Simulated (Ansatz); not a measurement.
# NbInSe3 (model cell, started as cubic perovskite with Nb in the octahedra): following an unstable mode

Which phase does NbInSe3 (model cell, started as cubic perovskite with Nb in the octahedra) fall into along its unstable mode, and how much energy does it gain?

Main program and level: Ansatz 0.2.0; DFT PBE, scalar-relativistic, plane waves, PAW; PAW set soft_1.

The structure was built from a prototype and need not be the compound's stable phase.

**1. Starting point**

Symmetry: Pm-3m, No. 221, cubic system. The conventional cell has a = 5.104 Å, b = 5.104 Å, c = 5.104 Å, α = 90.00°, β = 90.00°, γ = 90.00°. Nearest to In lie 12 Se at 3.61 Å. Nb has 6 Se at 2.55 Å nearest. Se has 2 Nb at 2.55 Å nearest. Farther neighbours and most contacts between anions are not listed.

**2. Response at finite wavevector**

The cell comes from relaxations at this level that are not shown. Stability and thermal properties need the whole zone. Linear response on a 2×2×2 q mesh gives force constants as far as a supercell of that size would.

The input, input.yaml:

```yaml
crystal:
  lattice:
    - [5.1035173521, 0.0, 0.0]
    - [0.0, 5.1035173521, 0.0]
    - [0.0, 0.0, 5.1035173521]
  atoms:
    - { symbol: In, position: [0.0, 0.0, 0.0] }
    - { symbol: Nb, position: [0.5, 0.5, 0.5] }
    - { symbol: Se, position: [0.5, 0.5, 0.0] }
    - { symbol: Se, position: [0.5, 0.0, 0.5] }
    - { symbol: Se, position: [0.0, 0.5, 0.5] }
kpoints:
  mp_grid: { grid: [8, 8, 8] }
hamiltonian:
  xc: pbe
  pseudopotentials: { kind: paw, azcp: { folder: soft_1 } }
scf:
  occupations: { method: methfessel_paxton, width: 0.2 }
output:
  eigenvalues: true
phonons:
  method: dfpt
  qmesh: [2, 2, 2]
  temperatures: { t_max: 1000, t_step: 50 }
  qpath:
    path:
      - [[0.0, 0.0, 0.0], [0.0, 0.5, 0.0], [0.5, 0.5, 0.0], [0.0, 0.0, 0.0], [0.5, 0.5, 0.5], [0.0, 0.5, 0.0]]
      - [[0.5, 0.5, 0.5], [0.5, 0.5, 0.0]]
    npoints: 10
```

Started as:

```bash
$ ansatz run input.yaml --threads 4 --pin off --max-ram 16384MiB --backend cpu --events-out ev --progress --plain --runs-dir out
```

Numbers of over 12 decimals in the logs are rounded to 6 here.

Output:

```text
Engine: ansatz 0.2.0, aarch64-unknown-linux-gnu
Pseudopotentials: kind: paw
Pseudopotential: In, paw, valence charge 13, recommended cutoff 420 eV (normal), soft_1/In.paw.azcp
Pseudopotential: Nb, paw, valence charge 13, recommended cutoff 420 eV (normal), soft_1/Nb.paw.azcp
Pseudopotential: Se, paw, valence charge 16, recommended cutoff 420 eV (normal), soft_1/Se.paw.azcp
Functional definition: PBE
  parameter kappa = 0.804
  parameter beta = 0.066725
  exchange = pbe_x(kappa = kappa, mu = beta*pi^2/3)
  correlation = pbe_c(beta = beta)
Crystal: 5 atoms, lattice volume = 132.926 Å³
Basis set: ecut = 420 eV, 2553 PW (Γ), exchange–correlation on 72×72×72 points (8 copies of the dense FFT grid, shifted against one another)
Bands: 45, of which v1, the nominal top of the filled ones, is band 37 counted from 1 (36 counted from 0)
Symmetry: 48 space group operations
k-points: 35 of 512
Non-local potential: In, projectors of the file, l = 0: 2, l = 1: 2, l = 2: 2, l = 3: 1
Non-local potential: Nb, projectors of the file, l = 0: 3, l = 1: 2, l = 2: 2, l = 3: 1
Non-local potential: Se, projectors of the file, l = 0: 2, l = 1: 2, l = 2: 3, l = 3: 1
PAW form: soft (Blöchl's): semilocal exchange-correlation on the pseudo side does not see the compensation charge
PAW one-centre angular grid: In, 590 points (default); XC on 64 Gauss nodes
PAW one-centre angular grid: Nb, 590 points (default); XC on 64 Gauss nodes
PAW one-centre angular grid: Se, 590 points (default); XC on 64 Gauss nodes
Initial density: superposition of atomic densities (chi_scale 0.1, normalization cell, long waves kept (reshape's long-wave potential 0.00 eV rms))
Initial wavefunctions: pseudopotential atomic-orbital guess
Functional: x = pbe(κ = 0.804, μ = 0.219515), c = pbe(β = 0.066725)
SCF iter   1: F=—  HF=-26559.910924 eV  |F-HF|=—  |Δ(HF+E_count)|=         —  Δρ=3.38e-2  dr2=1.31e0  ethr=3.10e-3  ⟨swp⟩=6.5  Hψ=5560  notcnv=0
preconditioner: auto → Kerker (q_TF=auto, 2.475 Å⁻¹)  [metal: Δε(μ)=0.018 eV  Ē_g=10.519 eV  σ=0.200 eV  W_gap=0.07  n_scr=32 (ndim 8)  ℏωp=19.3 eV  f_vac=0.005  D(μ)=4.81/eV (n_scr^D=32)]
SCF iter   2: F=—  HF=-26559.564165 eV  |F-HF|=—  |Δ(HF+E_count)|=   3.47e-1  S|Δr|=    0.00e0  Δρ=1.96e-2  dr2=4.26e-1  ethr=1.77e-3  ⟨swp⟩=2.0  Hψ=2695  notcnv=0  defer=47
SCF iter   3: F=—  HF=-26559.414919 eV  |F-HF|=—  |Δ(HF+E_count)|=   1.49e-1  S|Δr|=    0.00e0  Δρ=4.71e-3  dr2=3.48e-2  ethr=5.76e-4  ⟨swp⟩=2.0  Hψ=2387  notcnv=0  defer=47
SCF iter   4: F=—  HF=-26559.410701 eV  |F-HF|=—  |Δ(HF+E_count)|=   4.22e-3  S|Δr|=    0.00e0  Δρ=1.73e-3  dr2=6.67e-3  ethr=4.71e-5  ⟨swp⟩=2.0  Hψ=2796  notcnv=0  defer=47
SCF iter   5: F=—  HF=-26559.410209 eV  |F-HF|=—  |Δ(HF+E_count)|=   4.91e-4  S|Δr|=    0.00e0  Δρ=7.13e-4  dr2=1.16e-3  ethr=9.02e-6  ⟨swp⟩=2.2  Hψ=2558  notcnv=0  defer=47
SCF iter   6: F=—  HF=-26559.410597 eV  |F-HF|=—  |Δ(HF+E_count)|=   3.88e-4  S|Δr|=    0.00e0  Δρ=3.00e-4  dr2=2.86e-4  ethr=1.57e-6  ⟨swp⟩=2.1  Hψ=1917  notcnv=0  defer=47
SCF iter   7: F=—  HF=-26559.410768 eV  |F-HF|=—  |Δ(HF+E_count)|=   1.71e-4  S|Δr|=    0.00e0  Δρ=8.27e-5  dr2=1.92e-5  ethr=3.86e-7  ⟨swp⟩=2.0  Hψ=2163  notcnv=0  defer=47
SCF iter   8: F=—  HF=-26559.410781 eV  |F-HF|=—  |Δ(HF+E_count)|=   1.24e-5  S|Δr|=    0.00e0  Δρ=2.35e-5  dr2=1.59e-6  ethr=2.59e-8  ⟨swp⟩=2.3  Hψ=2282  notcnv=0  defer=47
SCF iter   9: F=—  HF=-26559.410781 eV  |F-HF|=—  |Δ(HF+E_count)|=   5.19e-7  S|Δr|=    0.00e0  Δρ=7.92e-6  dr2=1.59e-7  ethr=2.15e-9  ⟨swp⟩=2.2  Hψ=2869  notcnv=0  defer=49
SCF iter  10: F=—  HF=-26559.410781 eV  |F-HF|=—  |Δ(HF+E_count)|=   2.82e-8  S|Δr|=    0.00e0  Δρ=2.20e-6  dr2=1.38e-8  ethr=2.14e-10  ⟨swp⟩=2.0  Hψ=2793  notcnv=0  defer=49
SCF iter  11: F=—  HF=-26559.410781 eV  |F-HF|=—  |Δ(HF+E_count)|=   4.64e-9  S|Δr|=    0.00e0  Δρ=7.72e-7  dr2=1.42e-9  ethr=1.86e-11  ⟨swp⟩=2.0  Hψ=2791  notcnv=0  defer=49
SCF iter  12: F=—  HF=-26559.410781 eV  |F-HF|=—  |Δ(HF+E_count)|=  8.66e-10  S|Δr|=    0.00e0  Δρ=2.67e-7  dr2=1.49e-10  ethr=1.92e-12  ⟨swp⟩=2.0  Hψ=1848  notcnv=0  defer=49
SCF iter  13: F=-26559.410781 eV  HF=-26559.410781 eV  |F-HF|=3.64e-12  |Δ(HF+E_count)|=  1.16e-10  S|Δr|=    0.00e0  Δρ=6.24e-8  dr2=5.70e-12  ethr=1.00e-12  ⟨swp⟩=9.8  Hψ=8680  notcnv=0
SCF 1 converged in 13 iterations: F = -26559.410781 eV  dr2 = 5.70e-12
  greatest PAW one-centre occupation: 1.000 electrons in one spin orbital (limit 2), on the Se atom at site 3 (counted from 0), in its partial waves of l = 2
Initial density: read from a saved state, or passed on in memory by an earlier SCF of this step, an earlier step, the calling program or the single point that the run made first
iter 1 solved again at ethr=2.06e-7 eV; its pass at ethr=3.10e-3 eV (dr2=1.53e-4 eV) is discarded
SCF iter   1: F=—  HF=-26559.410784 eV  |F-HF|=—  |Δ(HF+E_count)|=         —  Δρ=7.31e-7  dr2=9.00e-10  ethr=2.06e-7  ⟨swp⟩=3.0  Hψ=9309  notcnv=0
eigensolver tolerance schedule: the retry pair's looser diagonalisation over-reported the residual by 169418.90 of it (diagonalisation noise at an unbounded share of the residual, at the tolerance the schedule requests for it); recorded, not acted on — ethr = c·dr2/N_el stays at c = 1.0e-1
preconditioner: auto → LDOS  [metal: Δε(μ)=0.003 eV  Ē_g=10.136 eV  σ=0.200 eV  W_gap=0.01  n_scr=32 (ndim 8)  ℏωp=19.3 eV  f_vac=0.025  D(μ)=4.32/eV (n_scr^D=26)  β→1.0]
SCF iter   2: F=—  HF=-26559.410781 eV  |F-HF|=—  |Δ(HF+E_count)|=   2.71e-6  S|Δr|=    0.00e0  Δρ=9.28e-7  dr2=1.74e-9  ethr=1.22e-12  ⟨swp⟩=4.0  Hψ=4489  notcnv=0
SCF iter   3: F=—  HF=-26559.410781 eV  |F-HF|=—  |Δ(HF+E_count)|=  3.97e-10  S|Δr|=    0.00e0  Δρ=4.17e-7  dr2=2.77e-10  ethr=1.22e-12  ⟨swp⟩=2.0  Hψ=2823  notcnv=0
SCF iter   4: F=—  HF=-26559.410781 eV  |F-HF|=—  |Δ(HF+E_count)|=  7.28e-12  S|Δr|=    0.00e0  Δρ=3.10e-7  dr2=1.62e-10  ethr=1.00e-12  ⟨swp⟩=1.0  Hψ=1575  notcnv=0
SCF iter   5: F=-26559.410781 eV  HF=-26559.410781 eV  |F-HF|=3.64e-12  |Δ(HF+E_count)|=  1.82e-11  S|Δr|=    0.00e0  Δρ=4.01e-8  dr2=2.58e-12  ethr=1.00e-12  ⟨swp⟩=2.5  Hψ=4697  notcnv=0
SCF 2 converged in 5 iterations: F = -26559.410781 eV  dr2 = 2.58e-12
phonons: the bands overlap, so this run is a metal and interpolates without the dipole-dipole term. If the crystal is really an insulator or semiconductor, its LO-TO splitting is missing
NSCF: frozen V_eff on 35 k-points
NSCF: frozen V_eff on 125 k-points
DFPT response loops at q = (0, 0, 0) (fractional): preconditioner auto → Kerker (q_TF=auto, 2.475 Å⁻¹) (partly filled bands, converged f_vac=0.025); β = 1.00, the filter's whole step (`scf.mixing.beta` (0.50) is not read by the response loops under this deck's `scf.mixing.preconditioner`; to damp them name `kerker` or `kerker_dos`, under which they read `scf.mixing.beta`, and type it under 1.00, their step now; both keys bind the ground state too); Broyden in place of MSR1
NSCF: frozen V_eff on 250 k-points
DFPT response loops at q = (0, 0, -0.5) (fractional): mixed as the last ones told, above
NSCF: frozen V_eff on 250 k-points
DFPT response loops at q = (0, -0.5, -0.5) (fractional): mixed as the last ones told, above
NSCF: frozen V_eff on 250 k-points
DFPT response loops at q = (-0.5, -0.5, -0.5) (fractional): mixed as the last ones told, above
SCF converged after 13 iterations
Stability not checked: this state was not tested for a lower state beside it, because cold or Methfessel-Paxton smearing, or corrected tetrahedra, fill the levels in a way that the test cannot read (fill_not_monotonic; see scf.lower_state_search)
Free energy (F): -26559.410781 eV
Harris-Foulkes:  -26559.410781 eV  (|F-HF|=3.64e-12)
Internal energy: -26559.392487 eV  (E = F + TS)
E sigma→0 (E₀):  -26559.406208 eV
Entropy (-TS):   -0.018294 eV (-3.659 meV/atom)
Fermi energy:    8.182792 eV
Step filling:    the computed levels leave a gap of 0.0027 eV = 0.0 smearing widths at the electron count; against every level under it full and every level over it empty, smearing changes F+E_penalty+E_count by -10.351 meV and its σ→0 estimate by -5.778 meV
--- Per-component energies (eV) ---
  E_band       = -1388.958660
  E_kinetic    = 914.682702
  E_local      = -10500.515310  (includes V_loc(G=0)·N_el)
  E_nonlocal   = -642.994076
  E_hartree    = 5174.305009
  E_xc         = -563.763094
  E_vxc        = -560.144193  (∫ρ·V_xc dr)
  E_paw        = -13674.905741  (= ΣΔE_a)
  E_vpaw       = -948.596644  (= ΣTr[D̂ρ^β])
  E_aug_tail   = -0.001037  (compensation charges beyond the density's cutoff)
  E_ewald      = -7266.200941
  E_smearing   = -0.018294  (= −TS)
  E_closure    = -0.000000  (closes the sum)
  Σ components = -26559.410781   (vs F -26559.410781, Δ=0.00e0)
--- Band table (eV; the first three rows and the last of 35) ---
  k-point 0: bands = [... 33 lower, 7.0287, 7.4426, 7.4426, 7.4426, 7.5367, 7.5367, 7.5367, 9.2094, ... 4 higher]
  k-point 1: bands = [... 33 lower, 6.9571, 7.1076, 7.3820, 7.3820, 7.4473, 8.1460, 8.1460, 9.2126, ... 4 higher]
  k-point 2: bands = [... 33 lower, 6.7964, 7.0921, 7.4263, 7.4263, 7.4586, 8.8753, 8.8753, 9.2191, ... 4 higher]
  k-point 34: bands = [... 33 lower, 4.5712, 8.3982, 8.3982, 8.3982, 9.5002, 9.5002, 9.5002, 13.5451, ... 4 higher]
--- Phonons (Γ-DFPT): 4 representative perturbations + reference (Σ response iterations 12) ---
  ASR residual: 4.634e-5 → 0.000e0 eV/Å²; symmetrization residual: 5.974e-5 eV/Å²
  ASR residual per site (eV/Å²): 3.42e-5 4.63e-5 3.21e-5 3.21e-5 3.21e-5
  Γ frequencies (cm⁻¹): -32.66 -32.66 -32.66 0.00 0.00 0.00 46.17 46.17 46.17 54.46 54.46 54.46 198.43 198.43 198.43
--- Phonons (arbitrary-q DFPT): 4 irreducible q on the 2×2×2 mesh ---
  q = [0.0000, 0.0000, 0.0000] (star 1, of the zone-centre solve; hermiticity 1.38e-5, symmetrization 9.20e-12): -32.66 -32.66 -32.66 0.00 0.00 0.00 46.17 46.17 46.17 54.46 54.46 54.46 198.43 198.43 198.43
  q = [0.0000, 0.0000, -0.5000] (star 3, 9 solved perturbations in 975 linear systems a pass and spin channel, the states on 125 of 512 k-point pairs; hermiticity 4.81e-6, symmetrization 1.55e-9): -22.69 -22.69 -19.59 -19.59 6.16 41.03 41.03 64.01 78.20 78.20 78.28 173.81 193.03 193.03 231.15
  q = [0.0000, -0.5000, -0.5000] (star 3, 9 solved perturbations in 975 linear systems a pass and spin channel, the states on 125 of 512 k-point pairs; hermiticity 7.67e-6, symmetrization 3.28e-9): -61.78 -47.11 -28.32 -28.32 -15.01 22.13 69.95 69.95 73.57 73.57 117.67 174.81 174.81 184.38 251.78
  q = [-0.5000, -0.5000, -0.5000] (star 1, 4 solved perturbations in 350 linear systems a pass and spin channel, the states on 125 of 512 k-point pairs; hermiticity 9.10e-6, symmetrization 8.44e-12): -138.62 -138.62 -61.40 -61.40 -61.40 -20.15 -20.15 -20.15 112.57 112.57 112.57 173.30 173.30 173.30 270.32
  sum rule: each row above includes the acoustic sum rule's correction from the zone centre's row sums; it moved no ω² by more than (0.37 cm⁻¹)²
  mesh force constants: q→R imaginary residual 5.48e-18; ASR residual 4.634e-5 → 0.000e0 eV/Å²; symmetrization residual 5.329e-15 eV/Å²
  interpolated dispersion: 62 rows × 15 modes
  density of states and harmonic sums: on the 12×12×12 q-mesh, interpolated from the force constants of a 2×2×2 supercell (no non-analytic term)
  largest difference from the sums on the solved wave vectors: F 9.56e-2 eV, S 1.44e-4 and C_V 5.03e-5 eV/K
  zero-point energy: 0.072830 eV/cell   skipped modes (ω ≤ 0): 402, of them read as no rigid motion or as one in doubt: 399 (4.561e0 modes/cell left out, lowest -138.62 cm⁻¹)   left out of the sums: 3.04e-1 of the cell's modes: C_V's classical limit lies that fraction below 3 k_B per atom; for a crystal, a wire or a layer, F and S can be off by more, and a phonons.interpolated_qmesh denser along its periods is the remedy for the sampling
```

It took 7.2 min on 4 threads of Arm Neoverse V2, shared host; peak memory 2.1 GiB.

In the SCF lines HF is the Harris–Foulkes energy and dr2 the Hartree energy of the density residual, in eV; the loop may stop once dr2 is under the threshold and the program's other checks hold. Hψ counts applications of the Hamiltonian.

This step gave:

* volume per atom: 26.59 Å³
* gap on the k-mesh: 0 eV
* sum-rule residual before enforcement: 4.63e-5 eV/Å²
* lowest frequency on the path: -138.6 cm⁻¹
* point group: m-3m
* highest frequency on the path or at a solved wavevector: 270.4 cm⁻¹
* highest optical mode at the zone centre (no LO-TO term): 198.4 cm⁻¹
* lowest optical zone-centre mode: -32.66 cm⁻¹
* lowest mode on the q mesh (acoustic modes at Γ apart): -138.6 cm⁻¹

Frequencies (cm⁻¹) solved at each irreducible wavevector; negative means imaginary. Frequencies by wavevector, by row:

| q in reciprocal lattice units | star | mode 1 | mode 2 | mode 3 | mode 4 | mode 13 | mode 14 | mode 15 |
| --- | --- | --- | --- | --- | --- | --- | --- | --- |
| 0 0 0 | 1 | -32.7 | -32.7 | -32.7 | 0 | 198.4 | 198.4 | 198.4 |
| 0 0 -0.5 | 3 | -22.7 | -22.7 | -19.6 | -19.6 | 193 | 193 | 231.2 |
| 0 -0.5 -0.5 | 3 | -61.8 | -47.1 | -28.3 | -28.3 | 174.8 | 184.4 | 251.8 |
| -0.5 -0.5 -0.5 | 1 | -138.6 | -138.6 | -61.4 | -61.4 | 173.3 | 173.3 | 270.3 |

Interpolated from a 2×2×2 q mesh. The phonon branches at the labelled points (cm⁻¹):

| point | branch 1 | branch 2 | branch 3 | branch 4 | branch 12 | branch 13 | branch 14 | branch 15 |
| --- | --- | --- | --- | --- | --- | --- | --- | --- |
| Γ | -33 | -33 | -33 | 0 | 54 | 198 | 198 | 198 |
| halfway | -27 | -27 | -18 | 12 | 126 | 196 | 196 | 214 |
| X | -23 | -23 | -20 | -20 | 174 | 193 | 193 | 231 |
| halfway | -35 | -32 | -28 | -25 | 150 | 174 | 189 | 247 |
| M | -62 | -47 | -28 | -28 | 175 | 175 | 184 | 252 |
| halfway | -27 | -24 | -23 | -21 | 126 | 170 | 193 | 235 |
| Γ | -33 | -33 | -33 | 0 | 54 | 198 | 198 | 198 |
| halfway | -33 | -33 | -28 | -23 | 127 | 159 | 159 | 254 |
| R | -139 | -139 | -61 | -61 | 173 | 173 | 173 | 270 |
| halfway | -36 | -36 | -33 | -30 | 135 | 149 | 174 | 263 |
| X | -23 | -23 | -20 | -20 | 174 | 193 | 193 | 231 |
| jump to R | -139 | -139 | -61 | -61 | 173 | 173 | 173 | 270 |
| halfway | -97 | -62 | -33 | -33 | 134 | 174 | 174 | 268 |
| M | -62 | -47 | -28 | -28 | 175 | 175 | 184 | 252 |

Symmetry leaves 4 wavevectors to solve. The lowest mode among them, the acoustic zeros apart, lies at q = (-0.5, -0.5, -0.5) and is imaginary, 138.6i cm⁻¹, so the energy falls along it.

**3. The mode frozen in, largest atomic shift 0 Å**

The mode followed lies at q = (-0.5, -0.5, -0.5) with frequency 138.6i cm⁻¹ and is 2-fold degenerate, the softest among the wavevectors solved. At small amplitude the distorted cell has space group no. 139 by a symmetry search on the positions. The undistorted cell that holds it gives the zero of energy on the same k mesh.

System of this step: NbInSe3 (model cell, started as cubic perovskite with Nb in the octahedra). Symmetry: Pm-3m, No. 221, cubic system. The conventional cell has a = 5.104 Å, b = 5.104 Å, c = 5.104 Å, α = 90.00°, β = 90.00°, γ = 90.00°. Nearest to In lie 12 Se at 3.61 Å. Nb has 6 Se at 2.55 Å nearest. Nearest to Se lie 2 Nb at 2.55 Å. Farther neighbours and most contacts between anions are not listed.

input.yaml, the sections that differ from step 2:

```yaml
crystal:
  lattice:
    - [5.1035173521, 5.1035173521, 0.0]
    - [5.1035173521, 0.0, 5.1035173521]
    - [5.1035173521, 0.0, -5.1035173521]
  atoms:
    - { symbol: In, position: [0.0, 0.5, 0.5] }
    - { symbol: In, position: [0.0, 0.0, 0.0] }
    - { symbol: Nb, position: [0.5, 0.25, 0.75] }
    - { symbol: Nb, position: [0.5, 0.75, 0.25] }
    - { symbol: Se, position: [0.5, 0.5, 0.5] }
    - { symbol: Se, position: [0.5, 0.0, 0.0] }
    - { symbol: Se, position: [0.0, 0.0, 0.5] }
    - { symbol: Se, position: [0.0, 0.5, 0.0] }
    - { symbol: Se, position: [0.5, 0.0, 0.5] }
    - { symbol: Se, position: [0.5, 0.5, 0.0] }
output:
  forces: true
  stress: true
  eigenvalues: true
# kpoints, hamiltonian, scf: as in step 2
# phonons: removed
```

Output:

```text
[...]
Crystal: 10 atoms, lattice volume = 265.851 Å³
Basis set: ecut = 420 eV, 5065 PW (Γ), exchange–correlation on 100×100×100 points (8 copies of the dense FFT grid, shifted against one another)
Bands: 89, of which v1, the nominal top of the filled ones, is band 74 counted from 1 (73 counted from 0)
Symmetry: 96 space group operations
[...]
k-points: 29 of 512
[...]
k-point 0: bands = [... 70 lower, 7.4502, 7.5351, 7.5351, 7.5351, 8.3937, 8.3937, 8.3937, 9.2176, ... 11 higher]
  k-point 1: bands = [... 70 lower, 7.3132, 7.8579, 7.8579, 7.9389, 8.2722, 8.2722, 8.3253, 9.4252, ... 11 higher]
  k-point 2: bands = [... 70 lower, 7.1864, 7.9569, 7.9569, 8.1408, 8.3130, 8.3130, 8.4274, 9.2383, ... 11 higher]
  k-point 28: bands = [... 70 lower, 7.0169, 7.0169, 7.6934, 7.6934, 8.9716, 8.9716, 9.6941, 9.6941, ... 11 higher]
[key lines of the parts left out:]
SCF converged after 10 iterations
Free energy (F): -53118.864926 eV
Fermi energy:    8.170512 eV
P = ⅓ Tr σ = -0.0690 GPa (-0.690 kbar)
```

Wall time 11 s (4 threads); peak memory 1.2 GiB.

This step gave:

- pressure: -0.06897 GPa
- energy from the undistorted cell: 0 meV/atom

The run ends at a pressure of -0.07 GPa.

**4. The mode frozen in, largest atomic shift 0.08 Å**

The atoms are moved along the unstable eigenvector, the largest shift by 0.08 Å, with the cell fixed.

input.yaml, the sections that differ from step 3:

```yaml
crystal:
  lattice:
    - [5.1035173521, 5.1035173521, 0.0]
    - [5.1035173521, 0.0, 5.1035173521]
    - [5.1035173521, 0.0, -5.1035173521]
  atoms:
    - { symbol: In, position: [0.0, 0.5, 0.5] }
    - { symbol: In, position: [0.0, 0.0, 0.0] }
    - { symbol: Nb, position: [0.5, 0.25, 0.75] }
    - { symbol: Nb, position: [0.5, 0.75, 0.25] }
    - { symbol: Se, position: [0.5, 0.5039188659, 0.4960811341] }
    - { symbol: Se, position: [0.5, -0.0039188659, 0.0039188659] }
    - { symbol: Se, position: [-0.0156754635, 0.0078377318, 0.5078377318] }
    - { symbol: Se, position: [0.0156754635, 0.4921622682, -0.0078377318] }
    - { symbol: Se, position: [0.5, -0.0039188659, 0.4960811341] }
    - { symbol: Se, position: [0.5, 0.5039188659, 0.0039188659] }
# kpoints, hamiltonian, scf, output: as in step 3
```

Output:

```text
[...]
Crystal: 10 atoms, lattice volume = 265.851 Å³
Basis set: ecut = 420 eV, 5065 PW (Γ), exchange–correlation on 100×100×100 points (8 copies of the dense FFT grid, shifted against one another)
Bands: 89, of which v1, the nominal top of the filled ones, is band 74 counted from 1 (73 counted from 0)
Symmetry: 16 space group operations
[...]
k-points: 59 of 512
[...]
k-point 0: bands = [... 70 lower, 7.4596, 7.5437, 7.5447, 7.5447, 8.4049, 8.4734, 8.4734, 9.2090, ... 11 higher]
  k-point 1: bands = [... 70 lower, 7.3211, 7.7679, 7.8020, 7.9129, 8.2980, 8.3922, 8.4224, 9.4315, ... 11 higher]
  k-point 2: bands = [... 70 lower, 7.1822, 7.8789, 7.9113, 8.0795, 8.3440, 8.4509, 8.4996, 9.2477, ... 11 higher]
  k-point 58: bands = [... 70 lower, 7.5014, 7.5123, 7.5123, 7.8816, 8.3902, 9.2422, 9.6645, 9.6645, ... 11 higher]
[key lines of the parts left out:]
SCF converged after 10 iterations
Free energy (F): -53118.869644 eV
Fermi energy:    8.181956 eV
P = ⅓ Tr σ = 0.2187 GPa (2.187 kbar)
```

Run time: 23 s. Hardware: 4 threads; peak memory 1.5 GiB.

Numbers from this step:

* pressure: 0.2187 GPa
* energy from the undistorted cell: -1.068 meV/atom

The energy, extrapolated to zero smearing, is -1.07 meV/atom against the undistorted cell.

The run ends at a pressure of 0.22 GPa, with forces up to 0.14 eV/Å.

(Continued in part 2 of 2.)

[Logs are printed without paths, hosts, clocks, repeated set-up lines and the standing remarks that a program may print on its own settings, such as how far it seeks lower states.]

[Hosts, paths, dates, database ids (printed as entryN), source tags and the programs' standing remarks are cut or masked in the printed files.]
